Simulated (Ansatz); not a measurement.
# CaCu3 (built on the sites of a database entry of MgAg3): phonons and vibrational spectra, part 2 of 2

Aim: the vibrations of CaCu3 (built on the sites of a database entry of MgAg3), their spectra, and whether the structure is stable.

Ansatz 0.2.0; DFT LDA, scalar-relativistic, plane waves, PAW.

So far. Step 4 (Relaxing to small forces for the phonons): The forces vanish by symmetry and the pressure is -0.008 GPa, within the tolerances set. The cell now holds 14.95 Å³/atom. Step 5 (Zone-centre response): Before it was imposed, the acoustic sum rule was missed by 9.9e-5 eV/Å². Small misses are needed for a sound result but don't prove that mesh and cutoff are converged. The lowest optical mode is imaginary, 48.5i cm⁻¹, so the energy falls along it. The relaxed cell has a = 3.911 Å (conventional setting).

The structure was built from a prototype and need not be the compound's stable phase.

## (6) Response at finite wavevector

Stability and thermal properties need the whole zone. Linear response on a 4×4×4 q mesh gives force constants as far as a supercell of that size would.

The input, input.yaml:

```yaml
crystal:
  lattice:
    - [3.9107714151, 0.0, 0.0]
    - [0.0, 3.9107714151, 0.0]
    - [0.0, 0.0, 3.9107714151]
  atoms:
    - { symbol: Ca, position: [0.0, 0.0, 0.0] }
    - { symbol: Cu, position: [0.0, 0.5, 0.5] }
    - { symbol: Cu, position: [0.5, 0.0, 0.5] }
    - { symbol: Cu, position: [0.5, 0.5, 0.0] }
kpoints:
  mp_grid: { grid: [12, 12, 12] }
hamiltonian:
  xc: lda
scf:
  occupations: { method: methfessel_paxton, width: 0.2 }
output:
  eigenvalues: true
phonons:
  method: dfpt
  qmesh: [4, 4, 4]
  temperatures: { t_max: 1000, t_step: 50 }
  qpath:
    path:
      - [[0.0, 0.0, 0.0], [0.0, 0.5, 0.0], [0.5, 0.5, 0.0], [0.0, 0.0, 0.0], [0.5, 0.5, 0.5], [0.0, 0.5, 0.0]]
      - [[0.5, 0.5, 0.5], [0.5, 0.5, 0.0]]
    npoints: 10
```

Started as:

```
ansatz run input.yaml --threads 8 --pin off --max-ram 14336MiB --backend cpu --events-out ev --progress --plain --runs-dir out
```

Numbers of over 12 decimals in the logs are rounded to 6 here.

Output:

```text
[...]
Crystal: 4 atoms, lattice volume = 59.812 Å³
Basis set: ecut = 420 eV, 1189 PW (Γ), exchange–correlation on 54×54×54 points (8 copies of the dense FFT grid, shifted against one another)
Bands: 41, of which v1, the nominal top of the filled ones, is band 34 counted from 1 (33 counted from 0)
Symmetry: 48 space group operations
k-points: 84 of 1728
[...]
SCF iter   1: F=—  HF=-21438.934436 eV  |F-HF|=—  |Δ(HF+E_count)|=         —  Δρ=1.66e-2  dr2=7.47e-2  ethr=1.77e-3  ⟨swp⟩=7.8  Hψ=14656  notcnv=0
[...]
SCF iter  10: F=-21438.912795 eV  HF=-21438.912795 eV  |F-HF|=3.64e-12  |Δ(HF+E_count)|=  6.18e-11  S|Δr|=    0.00e0  Δρ=9.91e-8  dr2=7.28e-12  ethr=1.00e-12  ⟨swp⟩=8.0  Hψ=18072  notcnv=0
SCF 1 converged in 10 iterations: F = -21438.912795 eV  dr2 = 7.28e-12
[...]
phonons: the bands overlap, so this run is a metal and interpolates without the dipole-dipole term. If the crystal is really an insulator or semiconductor, its LO-TO splitting is missing
NSCF: frozen V_eff on 84 k-points
[...]
DFPT response loops at q = (0, 0, 0) (fractional): preconditioner auto → Kerker (q_TF=auto, 2.780 Å⁻¹) (partly filled bands, converged f_vac=0.000); β = 1.00, the filter's whole step (`scf.mixing.beta` (0.50) is not read by the response loops under this deck's `scf.mixing.preconditioner`; to damp them name `kerker` or `kerker_dos`, under which they read `scf.mixing.beta`, and type it under 1.00, their step now; both keys bind the ground state too); Broyden in place of MSR1
[...]
SCF converged after 10 iterations
[...]
Free energy (F): -21438.912795 eV
[...]
Internal energy: -21438.914077 eV  (E = F + TS)
E sigma→0 (E₀):  -21438.913115 eV
Entropy (-TS):   0.001282 eV (0.321 meV/atom)
Fermi energy:    13.398445 eV
[...]
--- Band table (eV; the first three rows and the last of 84) ---
  k-point 0: bands = [... 30 lower, 11.2781, 11.2781, 15.1574, 15.1574, 15.2525, 15.2525, 15.2525, 18.5838, ... 3 higher]
  k-point 1: bands = [... 30 lower, 11.2244, 11.2782, 14.2316, 15.1621, 15.2628, 15.2628, 16.0162, 18.5761, ... 3 higher]
  k-point 2: bands = [... 30 lower, 11.0787, 11.2783, 13.1799, 15.1761, 15.2690, 15.2690, 16.6610, 18.5682, ... 3 higher]
  k-point 83: bands = [... 30 lower, 11.1308, 12.2854, 13.6107, 13.6107, 13.6107, 13.7234, 13.7234, 13.7234, ... 3 higher]
--- Phonons (Γ-DFPT): 3 representative perturbations + reference (Σ response iterations 11) ---
  ASR residual: 9.507e-5 → 0.000e0 eV/Å²; symmetrization residual: 7.700e-6 eV/Å²
  ASR residual per site (eV/Å²): 9.51e-5 5.38e-5 5.38e-5 5.38e-5
[...]
--- Phonons (arbitrary-q DFPT): 10 irreducible q on the 4×4×4 mesh ---
  q = [0.0000, 0.0000, 0.0000] (star 1, of the zone-centre solve; hermiticity 2.16e-6, symmetrization 3.21e-12): -48.49 -48.49 -48.49 -0.00 0.00 0.00 143.74 143.74 143.74 258.06 258.06 258.06
  q = [0.0000, 0.0000, 0.2500] (star 6, 7 solved perturbations in 3612 linear systems a pass and spin channel, the states on 588 of 1728 k-point pairs; hermiticity 1.97e-6, symmetrization 2.10e-12): -50.68 -50.68 -37.57 46.30 46.30 89.95 140.64 141.27 141.27 252.28 252.28 256.10
[...]
q = [0.0000, 0.2500, -0.5000] (star 12, 12 solved perturbations on 588 of 1728 k-point pairs; hermiticity 1.22e-6, symmetrization 1.61e-13): -53.13 -49.78 41.11 80.01 102.07 111.48 131.96 134.72 142.77 229.55 253.26 258.50
[...]
sum rule: each row above includes the acoustic sum rule's correction from the zone centre's row sums; it moved no ω² by more than (0.80 cm⁻¹)²
  mesh force constants: q→R imaginary residual 2.25e-18; ASR residual 9.507e-5 → 0.000e0 eV/Å²; symmetrization residual 4.441e-15 eV/Å²
  interpolated dispersion: 62 rows × 12 modes
  density of states and harmonic sums: on the 16×16×16 q-mesh, interpolated from the force constants of a 4×4×4 supercell (no non-analytic term)
  largest difference from the sums on the solved wave vectors: F 5.18e-2 eV, S 6.52e-5 and C_V 1.38e-5 eV/K
  zero-point energy: 0.088500 eV/cell   skipped modes (ω ≤ 0): 412, of them read as no rigid motion or as one in doubt: 409 (2.358e0 modes/cell left out, lowest -62.93 cm⁻¹)   left out of the sums: 1.97e-1 of the cell's modes: C_V's classical limit lies that fraction below 3 k_B per atom; for a crystal, a wire or a layer, F and S can be off by more, and a phonons.interpolated_qmesh denser along its periods is the remedy for the sampling
```

It took 45 min on 8 threads of Arm Neoverse N1, shared host; peak memory 8.3 GiB.

Numbers from this step:

- sum-rule residual before enforcement: 9.51e-5 eV/Å²
- lowest frequency on the path: -62.93 cm⁻¹
- highest frequency on the path or at a solved wavevector: 267.7 cm⁻¹
- lowest mode on the q mesh (acoustic modes at Γ apart): -62.93 cm⁻¹

Frequencies (cm⁻¹) solved at each irreducible wavevector; negative means imaginary. Frequencies by wavevector, by row:

```csv
q in reciprocal lattice units,star,mode 1,mode 2,mode 3,mode 4,mode 10,mode 11,mode 12
0 0 0,1,-48.5,-48.5,-48.5,0,258.1,258.1,258.1
0 0 0.25,6,-50.7,-50.7,-37.6,46.3,252.3,252.3,256.1
0 0 -0.5,3,-48,-48,11.9,75.3,244.6,244.6,250.7
0 0.25 0.25,12,-56.1,-50.5,15.2,52.9,242.1,246.1,261.1
0 0.25 -0.5,12,-53.1,-49.8,41.1,80,229.6,253.3,258.5
0 -0.5 -0.5,3,-52,-43.1,52.9,80.7,212.3,264.1,264.1
0.25 0.25 0.25,8,-48.8,-48.8,31.8,40.4,231.5,259.9,259.9
0.25 0.25 -0.5,12,-49.2,-45.4,25.8,44.3,243.1,258.9,262.3
0.25 -0.5 -0.5,6,-45.5,-44.4,26.4,26.4,250.3,266.8,266.8
-0.5 -0.5 -0.5,1,-62.9,-62.9,-62.9,-58,267.7,267.7,267.7
```

Interpolated from a 4×4×4 q mesh. The phonon branches at the labelled points (cm⁻¹):

```csv
point,branch 1,branch 2,branch 3,branch 4,branch 9,branch 10,branch 11,branch 12
Γ,-48,-48,-48,0,144,258,258,258
halfway,-51,-51,-38,46,141,252,252,256
X,-48,-48,12,75,140,245,245,251
halfway,-53,-50,41,80,143,230,253,258
M,-52,-43,53,81,150,212,264,264
halfway,-56,-50,15,53,144,242,246,261
Γ,-48,-48,-48,0,144,258,258,258
halfway,-49,-49,32,40,146,232,260,260
R,-63,-63,-63,-58,150,268,268,268
halfway,-49,-45,26,44,145,243,259,262
X,-48,-48,12,75,140,245,245,251
jump to R,-63,-63,-63,-58,150,268,268,268
halfway,-46,-44,26,26,150,250,267,267
M,-52,-43,53,81,150,212,264,264
```

Tetrahedra on a 16×16×16 mesh, mean over bins of 5 cm-1. Interpolated from a 4×4×4 q mesh. The phonon density of states by wavenumber; read off at these points:

wavenumber (cm⁻¹), phonon density of states (1/cm⁻¹/cell) and a bar:
```
      -62      0.000 
      -52      0.199 #############################
      -38      0.010 #
      -28      0.008 #
      -18      0.006 #
       -8      0.005 #
        8      0.007 #
       18      0.012 ##
       28      0.023 ###
       38      0.038 ######
       42      0.052 ########
       52      0.045 #######
       62      0.039 ######
       72      0.039 ######
       88      0.022 ###
       98      0.020 ###
      108      0.014 ##
      118      0.042 ######
      132      0.094 ##############
      142      0.203 ##############################
      152      0.002 
      168      0.000 
      178      0.000 
      188      0.000 
      198      0.000 
      212      0.000 
      222      0.007 #
      232      0.039 ######
      238      0.053 ########
      242      0.036 #####
      258      0.128 ###################
      262      0.132 ####################
      268      0.040 ######
```

The partial phonon density of states has structure finer than the step of the table below, so its rows give means over 20 cm⁻¹, whole bins alone (the curve runs from -71.3 to 286 cm⁻¹). Peaks (cm⁻¹: height): Ca 261.0: 0.107; Cu -51.1: 0.203, 45.5: 0.0477, 139.8: 0.210, 261.0: 0.0276.

Phonopy on the run's constants, 15x15x15 mesh, Gaussian sigma 2.5 cm-1. Interpolated from a 4×4×4 q mesh. Table of partial phonon density of states by wavenumber; means over each step; values in 1/cm⁻¹/cell:

```csv
wavenumber (cm⁻¹),Ca,Cu
-60,4.5e-4,0.0493
-40,0.00108,0.0590
-20,6.5e-4,0.00614
0,4.1e-4,0.00394
20,0.00148,0.0126
40,0.00523,0.0388
60,0.00711,0.0346
80,0.00557,0.0236
100,0.00277,0.0161
120,0.00241,0.0323
140,2.8e-4,0.140
160,1.6e-6,0.00593
180,0,0
200,3.0e-5,3.0e-7
220,0.00644,8.0e-4
240,0.0400,0.00737
260,0.0751,0.0190
```

Symmetry leaves 10 wavevectors to solve. The lowest mode among them, the acoustic zeros apart, lies at q = (-0.5, -0.5, -0.5) and is imaginary, 62.9i cm⁻¹, so the energy falls along it.

## (7) The same by displaced supercells

Finite displacements in a 2×2×2 supercell give force constants from forces alone. They are exact at the wavevectors that the supercell holds, where they check the linear-response result.

Changes to input.yaml since step 6:

```diff
@@ -19,4 +19,4 @@
 phonons:
-  method: dfpt
-  qmesh: [4, 4, 4]
+  method: fd
+  supercell: [2, 2, 2]
   temperatures: { t_max: 1000, t_step: 50 }
```

Output:

```text
[...]
Crystal: 32 atoms, lattice volume = 478.495 Å³
Basis set: ecut = 420 eV, 9315 PW (Γ)
Bands: 308, of which v1, the nominal top of the filled ones, is band 268 counted from 1 (267 counted from 0)
Symmetry: 384 space group operations
k-points: 20 of 216
[...]
SCF iter   1: F=—  HF=-171511.302356 eV  |F-HF|=—  |Δ(HF+E_count)|=         —  Δρ=1.02e-7  dr2=6.07e-11  ethr=1.00e-12  ⟨swp⟩=3.0  Hψ=15932  notcnv=0
[...]
SCF iter   2: F=-171511.302356 eV  HF=-171511.302356 eV  |F-HF|=1.46e-10  |Δ(HF+E_count)|=    0.00e0  S|Δr|=    0.00e0  Δρ=6.95e-8  dr2=3.23e-11  ethr=1.00e-12  ⟨swp⟩=3.0  Hψ=15449  notcnv=0
SCF 1 converged in 2 iterations: F = -171511.302356 eV  dr2 = 3.23e-11
[...]
Symmetry: 6 space group operations
k-points: 32 of 216 (time reversal used)
[...]
SCF iter  10: F=-171511.302332 eV  HF=-171511.302332 eV  |F-HF|=1.16e-10  |Δ(HF+E_count)|=  1.16e-10  S|Δr|=    0.00e0  Δρ=2.01e-8  dr2=3.97e-12  ethr=1.00e-12  ⟨swp⟩=4.6  Hψ=36362  notcnv=0
SCF 2 converged in 10 iterations: F = -171511.302332 eV  dr2 = 3.97e-12
[...]
Symmetry: 2 space group operations
k-points: 68 of 216 (time reversal used)
[...]
SCF iter   9: F=-171511.302347 eV  HF=-171511.302347 eV  |F-HF|=5.82e-11  |Δ(HF+E_count)|=    0.00e0  S|Δr|=    0.00e0  Δρ=2.24e-8  dr2=3.36e-12  ethr=1.00e-12  ⟨swp⟩=4.8  Hψ=81331  notcnv=0
SCF 3 converged in 9 iterations: F = -171511.302347 eV  dr2 = 3.36e-12
[...]
SCF converged after 2 iterations
[...]
Free energy (F): -171511.302356 eV
[...]
Internal energy: -171511.312615 eV  (E = F + TS)
E sigma→0 (E₀):  -171511.304921 eV
Entropy (-TS):   0.010260 eV (0.321 meV/atom)
Fermi energy:    13.398445 eV
[...]
--- Band table (eV; the first three rows and the last of 20) ---
  k-point 0: bands = [... 264 lower, 12.6160, 12.6160, 12.6160, 12.6160, 13.6107, 13.6107, 13.6107, 13.7234, ... 36 higher]
  k-point 1: bands = [... 264 lower, 12.7225, 12.7225, 13.0574, 13.0574, 13.2719, 13.2719, 13.5634, 14.0933, ... 36 higher]
  k-point 2: bands = [... 264 lower, 12.9874, 12.9874, 13.0481, 13.0481, 13.1715, 13.1799, 13.7619, 13.7619, ... 36 higher]
  k-point 19: bands = [... 264 lower, 13.2879, 13.2879, 13.2879, 13.2879, 13.2879, 13.2879, 13.2879, 13.2879, ... 36 higher]
--- Phonons: 2 displaced members + reference (amplitude 0.0025 Å, Σ member SCF iterations 19) ---
  symmetry images taken by strict's conditions (phonons.symmetry_images: auto; settled by no image being taken that strict refuses)
  ASR residual: 5.369e-4 → 0.000e0 eV/Å²; symmetrization residual: 1.132e-4 eV/Å²
  largest component of a force at the reference: 2.8e-28 eV/Å
  ASR residual per site (eV/Å²): 3.59e-4 5.37e-4 5.37e-4 5.37e-4
[...]
```

It took 10 min on 8 threads; peak memory 11 GiB.

Numbers from this step:

* atoms in the supercell: 32
* sum-rule residual before enforcement: 5.37e-4 eV/Å²
* lowest optical zone-centre mode: -48.51 cm⁻¹

Interpolated from a 2×2×2 supercell, rough between the solved points. Phonon branches along the path, in cm⁻¹:

```csv
point,branch 1,branch 2,branch 3,branch 4,branch 9,branch 10,branch 11,branch 12
Γ,-48,-48,-48,0,144,258,258,258
halfway,-46,-46,-30,51,141,252,252,255
X,-48,-48,12,75,140,245,245,251
halfway,-50,-46,37,81,143,231,255,258
M,-52,-43,53,81,150,212,264,264
halfway,-48,-46,16,63,142,243,245,263
Γ,-48,-48,-48,0,144,258,258,258
halfway,-49,-49,33,47,144,230,261,261
R,-63,-63,-63,-58,150,268,268,268
halfway,-50,-50,22,44,144,241,258,262
X,-48,-48,12,75,140,245,245,251
jump to R,-63,-63,-63,-58,150,268,268,268
halfway,-54,-51,23,23,150,247,266,266
M,-52,-43,53,81,150,212,264,264
```

Tetrahedra on a 16×16×16 mesh, mean over bins of 5 cm-1. Interpolated from a 2×2×2 supercell, rough between the solved points. Phonon density of states against wavenumber; read off at these points:

```csv
wavenumber (cm⁻¹),phonon density of states (1/cm⁻¹/cell)
-62,4.9e-4
-48,0.284
-32,0.00736
-18,0.00659
2,0.00611
18,0.0129
32,0.0292
48,0.0473
52,0.0520
62,0.0397
78,0.0375
92,0.0223
112,0.0297
128,0.0273
142,0.216
158,0
172,0
188,0
202,0
222,0.00695
238,0.0536
252,0.0793
262,0.165
268,0.0276
```

At Γ the two methods differ by at most 0.0 cm⁻¹.

## (8) Summary of results

| Quantity | Value |
| --- | --- |
| space group after relaxation (within 0.01 Å) | Pm-3m |
| volume per atom | 15.0 Å³ |
| electronic character | no gap on this mesh |
| highest optical mode at the zone centre (no LO-TO term) | 258 cm⁻¹ |
| lowest optical zone-centre mode | -48.5 cm⁻¹ |
| lowest mode on the q mesh (acoustic modes at Γ apart) | -62.9 cm⁻¹ |
| highest frequency on the path or at a solved wavevector | 268 cm⁻¹ |
| imaginary modes on the 4×4×4 q mesh | yes |

In words: Modes are clearly imaginary (beyond 10i cm⁻¹) at 10 of the 10 irreducible wavevectors, most at q = (-0.5, -0.5, -0.5) (62.9i cm⁻¹), so this structure is not a minimum of the energy. The optical modes at Γ span -48 to 258 cm⁻¹ (negative means imaginary). The highest mode in this list at Γ, 258.1 cm⁻¹, is mostly motion of Ca (73 % of the kinetic energy). Finite displacements and linear response differ by 0.0 cm⁻¹ in the highest zone-centre mode. With no gap, or one that is small against the smearing, the frequencies hang on the k mesh and the smearing, most of all near Kohn anomalies. The phonon runs are without spin polarisation, although the cell has an odd electron count. The starting cell was built on a prototype and not taken from a measurement, so the phase need not exist. These are harmonic frequencies at zero temperature: anharmonic shifts, linewidths and thermal expansion are left out.

[Logs are printed without paths, hosts, clocks, repeated set-up lines and the standing remarks that a program may print on its own settings, such as how far it seeks lower states.]

[Hosts, paths, dates, database ids (printed as entryN), source tags and the programs' standing remarks are cut or masked in the printed files.]
